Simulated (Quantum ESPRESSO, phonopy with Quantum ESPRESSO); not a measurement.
# GaP (F-43m): a volume series of phonon spectra, part 7 of 8

Aim: how the vibrations of GaP shift with volume, and the expansion that follows.

Experimental results on record:
- volume expansion coefficient 15.9 1e-6/K, heat capacity C_P per formula unit 44.2 J/mol/K and bulk modulus 88.7 GPa near room temperature (given in “High-Throughput Prediction of Finite-Temperature Properties using the Quasi-Harmonic Approximation”, 2016, arXiv:1603.06924)

Quantum ESPRESSO 7.5; DFT LDA, scalar-relativistic, plane waves, PseudoDojo norm-conserving pseudopotentials.

So far. Step 13 (Ground state at this cell, V/V0 0.985): The run ends at a pressure of 1.39 GPa. Step 14 (Zone-centre response): The Born charges sum to zero within 0.12 e; the rest is removed before use. Acoustic frequencies in this log differ from zero by the error of the sum rule, which ph.x does not impose.

**15. A displaced supercell**

One atom (for the harmonic constants) or a pair of atoms (for the cubic ones) is moved by a few hundredths of an ångström; the forces on all atoms give a column of force constants. The threshold is tight because the forces are small.

System of this step: GaP. It takes space group Cm (No. 8, monoclinic). The conventional cell has a = 13.130 Å, b = 7.581 Å, c = 7.581 Å, α = 90.00°, β = 125.26°, γ = 90.00°. Ga has 4 P at 2.30 to 2.34 Å nearest. Ga has 4 P at 2.32 Å nearest. Nearest to Ga lie 4 P at 2.32 Å. Ga has 4 P at 2.32 Å nearest. Farther neighbours are not listed.

Input file disp-00001.in:

```
 &control
    calculation='scf',
    prefix='x',
    outdir='./tmp',
    pseudo_dir='./pseudo',
    tprnfor=.true.,
    disk_io='none',
 /
 &system
    ibrav=0,
    nat=16,
    ntyp=2,
    ecutwfc=80.0,
    occupations='fixed',
    nbnd=74,
 /
 &electrons
    conv_thr=1.0d-11,
    mixing_beta=0.7,
    electron_maxstep=100,
 /
ATOMIC_SPECIES
 Ga     69.7230  Ga.upf
 P      30.9738  P.upf
CELL_PARAMETERS angstrom
     0.000000000    5.360225045    5.360225045
     5.360225045    0.000000000    5.360225045
     5.360225045    5.360225045    0.000000000
ATOMIC_POSITIONS crystal
 Ga     0.002638347   0.000000000   0.000000000
 Ga     0.500000000   0.000000000   0.000000000
 Ga     0.000000000   0.500000000   0.000000000
 Ga     0.500000000   0.500000000   0.000000000
 Ga     0.000000000   0.000000000   0.500000000
 Ga     0.500000000   0.000000000   0.500000000
 Ga     0.000000000   0.500000000   0.500000000
 Ga     0.500000000   0.500000000   0.500000000
 P      0.125000000   0.125000000   0.125000000
 P      0.625000000   0.125000000   0.125000000
 P      0.125000000   0.625000000   0.125000000
 P      0.625000000   0.625000000   0.125000000
 P      0.125000000   0.125000000   0.625000000
 P      0.625000000   0.125000000   0.625000000
 P      0.125000000   0.625000000   0.625000000
 P      0.625000000   0.625000000   0.625000000
K_POINTS automatic
 3 3 3 0 0 0
```

Run with:

```sh
> OMP_NUM_THREADS=1 mpirun -n 2 pw.x -nk 2 -in disp-00001.in > disp-00001.out
```

What it wrote:

```text
[banner, memory and clock lines left out]
Program PWSCF v.7.5

     Message from routine setup:
     using ibrav=0 with symmetry is DISCOURAGED, use correct ibrav instead

     G-vector sticks info

     bravais-lattice index     =            0
     lattice parameter (alat)  =      14.3251  a.u.
     unit-cell volume          =    2078.6227 (a.u.)^3
     number of atoms/cell      =           16
     number of atomic types    =            2
     number of electrons       =       144.00
[...]
atom    1 type  1   force =    -0.00025228   -0.00651075   -0.00651075
     atom    2 type  1   force =     0.00000572    0.00079295    0.00079295
     atom    3 type  1   force =     0.00039474   -0.00059046    0.00039776
[...]
atom   15 type  2   force =    -0.00010061   -0.00000390   -0.00000390
     atom   16 type  2   force =     0.00009977   -0.00000315   -0.00000315

     Total force =     0.011412     Total SCF correction =     0.000008
     Message from routine punch:
     Nothing written, as per user request (disk_io='none')
[key lines of the parts left out:]
!    total energy              =   -1333.57845069 Ry
convergence has been achieved in  14 iterations
```

Run time: 6.6 min. Hardware: 2 MPI ranks of Arm Neoverse V2, shared host; 13 min of CPU time.

**16. Phonons, V/V0 0.985**

This step: DFT LDA, scalar-relativistic, plane waves, PseudoDojo norm-conserving pseudopotentials (phonopy with Quantum ESPRESSO 4.10.0 / 7.5).

Run time: 6.6 min. Hardware: 4 threads.

No mode is imaginary beyond numerical noise along the path. The highest zone-centre mode (no LO–TO term) moved by +1.9 % for a volume change of -1.5 %.

The time given is that of the 2 pw.x runs on displaced cells behind this step.

**17. Ground state at this cell, V/V0 1.03**

A tight ground state at this cell gives the energy of this member; its pressure is the stress at this cutoff, which can carry an offset from the finite basis.

This step: DFT LDA, scalar-relativistic, plane waves, PseudoDojo norm-conserving pseudopotentials (Quantum ESPRESSO 7.5).

System of this step: GaP. The structure is cubic, space group F-43m (No. 216). The conventional cell has a = 5.441 Å, b = 5.441 Å, c = 5.441 Å, α = 90.00°, β = 90.00°, γ = 90.00°. Nearest to Ga lie 4 P at 2.36 Å. Nearest to P lie 4 Ga at 2.36 Å. Farther neighbours are not listed.

Input file scf.in:

```
 &control
    calculation='scf',
    prefix='x',
    outdir='./tmp',
    pseudo_dir='./pseudo',
    tprnfor=.true.,
    tstress=.true.,
 /
 &system
    ibrav=0,
    nat=2,
    ntyp=2,
    ecutwfc=80.0,
    occupations='fixed',
    nbnd=11,
 /
 &electrons
    conv_thr=1.0d-12,
    mixing_beta=0.7,
    electron_maxstep=100,
 /
ATOMIC_SPECIES
 Ga     69.7230  Ga.upf
 P      30.9738  P.upf
CELL_PARAMETERS angstrom
     0.000000000    2.720320197    2.720320197
     2.720320197    0.000000000    2.720320197
     2.720320197    2.720320197    0.000000000
ATOMIC_POSITIONS crystal
 Ga     0.000000000   0.000000000   0.000000000
 P      0.250000000   0.250000000   0.250000000
K_POINTS automatic
 8 8 8 0 0 0
```

Run with:

```sh
> OMP_NUM_THREADS=1 mpirun -n 4 pw.x -nk 4 -in scf.in > scf.out
```

What it wrote:

```text
[banner, memory and clock lines left out]
Program PWSCF v.7.5

     Message from routine setup:
     using ibrav=0 with symmetry is DISCOURAGED, use correct ibrav instead

     G-vector sticks info

     bravais-lattice index     =            0
     lattice parameter (alat)  =       7.2700  a.u.
     unit-cell volume          =     271.6981 (a.u.)^3
     number of atoms/cell      =            2
     number of atomic types    =            2
     number of electrons       =        18.00
[...]
atom    2 type  2   force =     0.00000000   -0.00000000   -0.00000000

     Total force =     0.000000     Total SCF correction =     0.000000

     Computing stress (Cartesian axis) and pressure

          total   stress  (Ry/bohr**3)                   (kbar)     P=      -25.13
  -0.00017080  -0.00000000  -0.00000000          -25.13       -0.00       -0.00
   0.00000000  -0.00017080  -0.00000000            0.00      -25.13       -0.00
  -0.00000000  -0.00000000  -0.00017080           -0.00       -0.00      -25.13

     XML data file, charge density, pseudopotentials, collected wavefunctions
[key lines of the parts left out:]
!    total energy              =    -166.69798910 Ry
convergence has been achieved in  11 iterations
```

It took 7.1 s on 4 MPI ranks; 28 s of CPU time.

The run ends at a pressure of -2.51 GPa.

**18. Born charges and dielectric tensor**

In a polar crystal the Born charges and ε∞ give the long-range dipole term that a finite supercell misses. They are those of this k-mesh and were not tested on a denser one; where the gap is small they converge slowly, and the LO modes with them.

Input file ph.in:

```
phonons
 &inputph
    prefix='x',
    outdir='./tmp',
    fildyn='x.dyn',
    tr2_ph=1.0d-18,
    epsil=.true.,
 /
0.000000000 0.000000000 0.000000000
```

scf.in is that of step 17.

Run with:

```sh
> OMP_NUM_THREADS=1 mpirun -n 4 ph.x -nk 4 -in ph.in > ph.out
```

What it wrote:

```text
[banner, memory and clock lines left out]
Program PHONON v.7.5

     ./tmp/x.save/

     IMPORTANT: XC functional enforced from input :
     Exchange-correlation= PW
                           (   1   4   0   0   0   0   0)
     Any further DFT definition will be discarded
     Please, verify this is what you really want

     G-vector sticks info

     Reading collected, re-writing distributed wavefunctions in ./tmp/

     Number and degeneracy of irreps per q-point
       N         xq(1)         xq(2)         xq(3)   N irreps
[...]
freq (    1) =       0.068512 [THz] =       2.285316 [cm-1]
     freq (    2) =       0.068512 [THz] =       2.285316 [cm-1]
     freq (    3) =       0.068512 [THz] =       2.285316 [cm-1]
     freq (    4) =      10.561572 [THz] =     352.296127 [cm-1]
     freq (    5) =      10.561572 [THz] =     352.296127 [cm-1]
     freq (    6) =      10.561572 [THz] =     352.296127 [cm-1]
 **************************************************************************

     Mode symmetry, T_d (-43m)  point group:

     freq (   1-   3) =          2.3  [cm-1]   --> T_2  G_15 P_4   I+R
     freq (   4-   6) =        352.3  [cm-1]   --> T_2  G_15 P_4   I+R
```

It took 2.7 min on 4 MPI ranks.

ε∞:

```
12.00  0.00  0.00
 0.00 12.00  0.00
 0.00  0.00 12.00
```

The Born charges sum to zero within 0.13 e; the rest is removed before use. Acoustic frequencies in this log differ from zero by the error of the sum rule, which ph.x does not impose.

**19. A displaced supercell**

One atom (for the harmonic constants) or a pair of atoms (for the cubic ones) is moved by a few hundredths of an ångström; the forces on all atoms give a column of force constants. The threshold is tight because the forces are small.

System of this step: GaP. The structure is monoclinic, space group Cm (No. 8). The conventional cell has a = 13.327 Å, b = 7.694 Å, c = 7.694 Å, α = 90.00°, β = 125.26°, γ = 90.00°. Ga has 4 P at 2.34 to 2.37 Å nearest. Nearest to Ga lie 4 P at 2.36 Å. Ga has 4 P at 2.36 Å nearest. Nearest to Ga lie 4 P at 2.36 Å. Farther neighbours are not listed.

disp-00001.in: that of step 15 with these lines changed.

```diff
@@ -25,7 +25,7 @@
 CELL_PARAMETERS angstrom
-     0.000000000    5.360225045    5.360225045
-     5.360225045    0.000000000    5.360225045
-     5.360225045    5.360225045    0.000000000
+     0.000000000    5.440640395    5.440640395
+     5.440640395    0.000000000    5.440640395
+     5.440640395    5.440640395    0.000000000
 ATOMIC_POSITIONS crystal
- Ga     0.002638347   0.000000000   0.000000000
+ Ga     0.002599351   0.000000000   0.000000000
  Ga     0.500000000   0.000000000   0.000000000
```

Run with:

```sh
> OMP_NUM_THREADS=1 mpirun -n 2 pw.x -nk 2 -in disp-00001.in > disp-00001.out
```

What it wrote:

```text
[banner, memory and clock lines left out]
Program PWSCF v.7.5

     Message from routine setup:
     using ibrav=0 with symmetry is DISCOURAGED, use correct ibrav instead

     G-vector sticks info

     bravais-lattice index     =            0
     lattice parameter (alat)  =      14.5400  a.u.
     unit-cell volume          =    2173.5852 (a.u.)^3
     number of atoms/cell      =           16
     number of atomic types    =            2
     number of electrons       =       144.00
[...]
atom    1 type  1   force =    -0.00021932   -0.00581057   -0.00581057
     atom    2 type  1   force =     0.00000571    0.00075989    0.00075989
     atom    3 type  1   force =     0.00038118   -0.00059125    0.00037854
[...]
atom   15 type  2   force =    -0.00009816   -0.00000119   -0.00000119
     atom   16 type  2   force =     0.00009737   -0.00000073   -0.00000073

     Total force =     0.010092     Total SCF correction =     0.000007
     Message from routine punch:
     Nothing written, as per user request (disk_io='none')
[key lines of the parts left out:]
!    total energy              =   -1333.57468460 Ry
convergence has been achieved in  15 iterations
```

The job ended after 7.2 min (2 MPI ranks; 14 min of CPU time).

**20. Phonons, V/V0 1.03**

This step: DFT LDA, scalar-relativistic, plane waves, PseudoDojo norm-conserving pseudopotentials (phonopy with Quantum ESPRESSO 4.10.0 / 7.5).

Elapsed: 7.2 min, on 4 threads; 28 min of CPU time.

No mode is imaginary beyond numerical noise along the path. The highest zone-centre mode (no LO–TO term) moved by -3.6 % for a volume change of +3.0 %.

The time given is that of the 2 pw.x runs on displaced cells behind this step.

**21. Self-consistent run, V/V0 0.97**

A tight ground state at this cell gives the energy of this member; its pressure is the stress at this cutoff, which can carry an offset from the finite basis.

This step: DFT LDA, scalar-relativistic, plane waves, PseudoDojo norm-conserving pseudopotentials (Quantum ESPRESSO 7.5).

System of this step: GaP. Symmetry: F-43m, No. 216, cubic system. The conventional cell has a = 5.333 Å, b = 5.333 Å, c = 5.333 Å, α = 90.00°, β = 90.00°, γ = 90.00°. Ga has 4 P at 2.31 Å nearest. Nearest to P lie 4 Ga at 2.31 Å. Farther neighbours are not listed.

scf.in: that of step 18 with these lines changed.

```diff
@@ -25,5 +25,5 @@
 CELL_PARAMETERS angstrom
-     0.000000000    2.720320197    2.720320197
-     2.720320197    0.000000000    2.720320197
-     2.720320197    2.720320197    0.000000000
+     0.000000000    2.666438241    2.666438241
+     2.666438241    0.000000000    2.666438241
+     2.666438241    2.666438241    0.000000000
 ATOMIC_POSITIONS crystal
```

Run with:

```sh
> OMP_NUM_THREADS=1 mpirun -n 4 pw.x -nk 4 -in scf.in > scf.out
```

What it wrote:

```text
[banner, memory and clock lines left out]
Program PWSCF v.7.5

     Message from routine setup:
     using ibrav=0 with symmetry is DISCOURAGED, use correct ibrav instead

     G-vector sticks info

     bravais-lattice index     =            0
     lattice parameter (alat)  =       7.1260  a.u.
     unit-cell volume          =     255.8711 (a.u.)^3
     number of atoms/cell      =            2
     number of atomic types    =            2
     number of electrons       =        18.00
[...]
atom    2 type  2   force =     0.00000000    0.00000000    0.00000000

     Total force =     0.000000     Total SCF correction =     0.000000

     Computing stress (Cartesian axis) and pressure

          total   stress  (Ry/bohr**3)                   (kbar)     P=       29.16
   0.00019823  -0.00000000  -0.00000000           29.16       -0.00       -0.00
  -0.00000000   0.00019823   0.00000000           -0.00       29.16        0.00
   0.00000000   0.00000000   0.00019823            0.00        0.00       29.16

     XML data file, charge density, pseudopotentials, collected wavefunctions
[key lines of the parts left out:]
!    total energy              =    -166.69789893 Ry
convergence has been achieved in  10 iterations
```

Run time: 6.4 s. Hardware: 4 MPI ranks; 25 s of CPU time.

The run ends at a pressure of 2.92 GPa.

**22. Born charges and dielectric tensor**

In a polar crystal the Born charges and ε∞ give the long-range dipole term that a finite supercell misses. They are those of this k-mesh and were not tested on a denser one; where the gap is small they converge slowly, and the LO modes with them.

ph.in is that of step 18.

scf.in is that of step 21.

Run with:

```sh
> OMP_NUM_THREADS=1 mpirun -n 4 ph.x -nk 4 -in ph.in > ph.out
```

What it wrote:

```text
[banner, memory and clock lines left out]
Program PHONON v.7.5

     ./tmp/x.save/

     IMPORTANT: XC functional enforced from input :
     Exchange-correlation= PW
                           (   1   4   0   0   0   0   0)
     Any further DFT definition will be discarded
     Please, verify this is what you really want

     G-vector sticks info

     Reading collected, re-writing distributed wavefunctions in ./tmp/

     Number and degeneracy of irreps per q-point
       N         xq(1)         xq(2)         xq(3)   N irreps
[...]
freq (    1) =       0.094102 [THz] =       3.138895 [cm-1]
     freq (    2) =       0.094102 [THz] =       3.138895 [cm-1]
     freq (    3) =       0.094102 [THz] =       3.138895 [cm-1]
     freq (    4) =      11.364231 [THz] =     379.069927 [cm-1]
     freq (    5) =      11.364231 [THz] =     379.069927 [cm-1]
     freq (    6) =      11.364231 [THz] =     379.069927 [cm-1]
 **************************************************************************

     Mode symmetry, T_d (-43m)  point group:

     freq (   1-   3) =          3.1  [cm-1]   --> T_2  G_15 P_4   I+R
     freq (   4-   6) =        379.1  [cm-1]   --> T_2  G_15 P_4   I+R
```

Run time: 2.7 min. Hardware: 4 MPI ranks.

The Born charges sum to zero within 0.12 e; the rest is removed before use. Acoustic frequencies in this log differ from zero by the error of the sum rule, which ph.x does not impose.

**23. Forces on a displaced cell**

One atom (for the harmonic constants) or a pair of atoms (for the cubic ones) is moved by a few hundredths of an ångström; the forces on all atoms give a column of force constants. The threshold is tight because the forces are small.

System of this step: GaP. The structure is monoclinic, space group Cm (No. 8). Conventional cell: a = 13.063 Å, b = 7.542 Å, c = 7.542 Å, α = 90.00°, β = 125.26°, γ = 90.00°. Nearest to Ga lie 4 P at 2.29 to 2.33 Å. Ga has 4 P at 2.31 Å nearest. Nearest to Ga lie 4 P at 2.31 Å. Nearest to Ga lie 4 P at 2.31 Å. Farther neighbours are not listed.

disp-00001.in: that of step 19 with these lines changed.

```diff
@@ -25,7 +25,7 @@
 CELL_PARAMETERS angstrom
-     0.000000000    5.440640395    5.440640395
-     5.440640395    0.000000000    5.440640395
-     5.440640395    5.440640395    0.000000000
+     0.000000000    5.332876482    5.332876482
+     5.332876482    0.000000000    5.332876482
+     5.332876482    5.332876482    0.000000000
 ATOMIC_POSITIONS crystal
- Ga     0.002599351   0.000000000   0.000000000
+ Ga     0.002651878   0.000000000   0.000000000
  Ga     0.500000000   0.000000000   0.000000000
```

Run with:

```sh
> OMP_NUM_THREADS=1 mpirun -n 2 pw.x -nk 2 -in disp-00001.in > disp-00001.out
```

What it wrote:

```text
[banner, memory and clock lines left out]
Program PWSCF v.7.5

     Message from routine setup:
     using ibrav=0 with symmetry is DISCOURAGED, use correct ibrav instead

     G-vector sticks info

     bravais-lattice index     =            0
     lattice parameter (alat)  =      14.2520  a.u.
     unit-cell volume          =    2046.9686 (a.u.)^3
     number of atoms/cell      =           16
     number of atomic types    =            2
     number of electrons       =       144.00
[...]
atom    1 type  1   force =    -0.00026511   -0.00676693   -0.00676693
     atom    2 type  1   force =     0.00000549    0.00080427    0.00080427
     atom    3 type  1   force =     0.00039939   -0.00058969    0.00040453
[...]
atom   15 type  2   force =    -0.00010155   -0.00000474   -0.00000474
     atom   16 type  2   force =     0.00010078   -0.00000409   -0.00000409

     Total force =     0.011900     Total SCF correction =     0.000010
     Message from routine punch:
     Nothing written, as per user request (disk_io='none')
[key lines of the parts left out:]
!    total energy              =   -1333.57368681 Ry
convergence has been achieved in  14 iterations
```

Elapsed: 6.5 min, on 2 MPI ranks.

**24. Lattice dynamics at this volume, V/V0 0.97**

This step: DFT LDA, scalar-relativistic, plane waves, PseudoDojo norm-conserving pseudopotentials (phonopy with Quantum ESPRESSO 4.10.0 / 7.5).

Elapsed: 6.5 min, on 4 threads; 25 min of CPU time.

Phonopy, LO-TO term from ph.x's tensors. Phonon branches along the path, in cm⁻¹:

| point | branch 1 | branch 2 | branch 3 | branch 4 | branch 5 | branch 6 |
| --- | --- | --- | --- | --- | --- | --- |
| Γ | 0 | 0 | 0 | 380 | 380 | 408 |
| halfway | 70 | 70 | 172 | 379 | 379 | 400 |
| X | 98 | 98 | 259 | 378 | 378 | 381 |
| halfway | 97 | 118 | 253 | 370 | 378 | 387 |
| U | 93 | 150 | 237 | 363 | 378 | 393 |
| jump to K | 93 | 150 | 237 | 363 | 378 | 393 |
| halfway | 60 | 104 | 172 | 378 | 381 | 395 |
| Γ | 0 | 0 | 0 | 380 | 380 | 408 |
| halfway | 53 | 53 | 161 | 379 | 379 | 400 |
| L | 75 | 75 | 239 | 378 | 378 | 386 |
| halfway | 89 | 136 | 229 | 367 | 378 | 392 |
| W | 120 | 148 | 230 | 359 | 381 | 392 |
| halfway | 109 | 122 | 247 | 366 | 380 | 389 |
| X | 98 | 98 | 259 | 378 | 378 | 381 |

The phonon branches as a text plot (rows in cm⁻¹):

```
    400 |*********       ***********************      *******
    383 |********************************************************
    366 |              *******                      ************
    349 |
    332 |
    315 |
    298 |
    281 |
    264 |            **                                        **
    247 |          **  ***                       ***         **
    230 |         *       **                    *   *********
    213 |       **          **                 *
    196 |                     **             **
    179 |     **                *
    162 |                  *                *
    145 |                ** **   **                    ******
    128 |    *          *     **           *          *   ** *
    111 |             **        *                    *  **  ****
     94 |  **     **********       **               * **       **
     77 |     ****          **** **      **    *******
     60 |    *                  *           ***
     43 | ***                    *****  *  *
     26 | *                        ***   **
      9 |*                           ****
         Γ           X  U|K            Γ         L        W     X
```

No mode is imaginary beyond numerical noise along the path. The highest zone-centre mode (no LO–TO term) moved by +3.8 % for a volume change of -3.0 %.

The time given is that of the 2 pw.x runs on displaced cells behind this step.

(Continued in part 8 of 8.)

[Logs are printed without paths, hosts, clocks, repeated set-up lines and the standing remarks that a program may print on its own settings, such as how far it seeks lower states.]

[Hosts, paths, dates, database ids (printed as entryN), source tags and the programs' standing remarks are cut or masked in the printed files.]

[A step with changed settings may run another functional than the one named; its input shows which.]

[Of the runs on displaced cells, only some may be shown.]
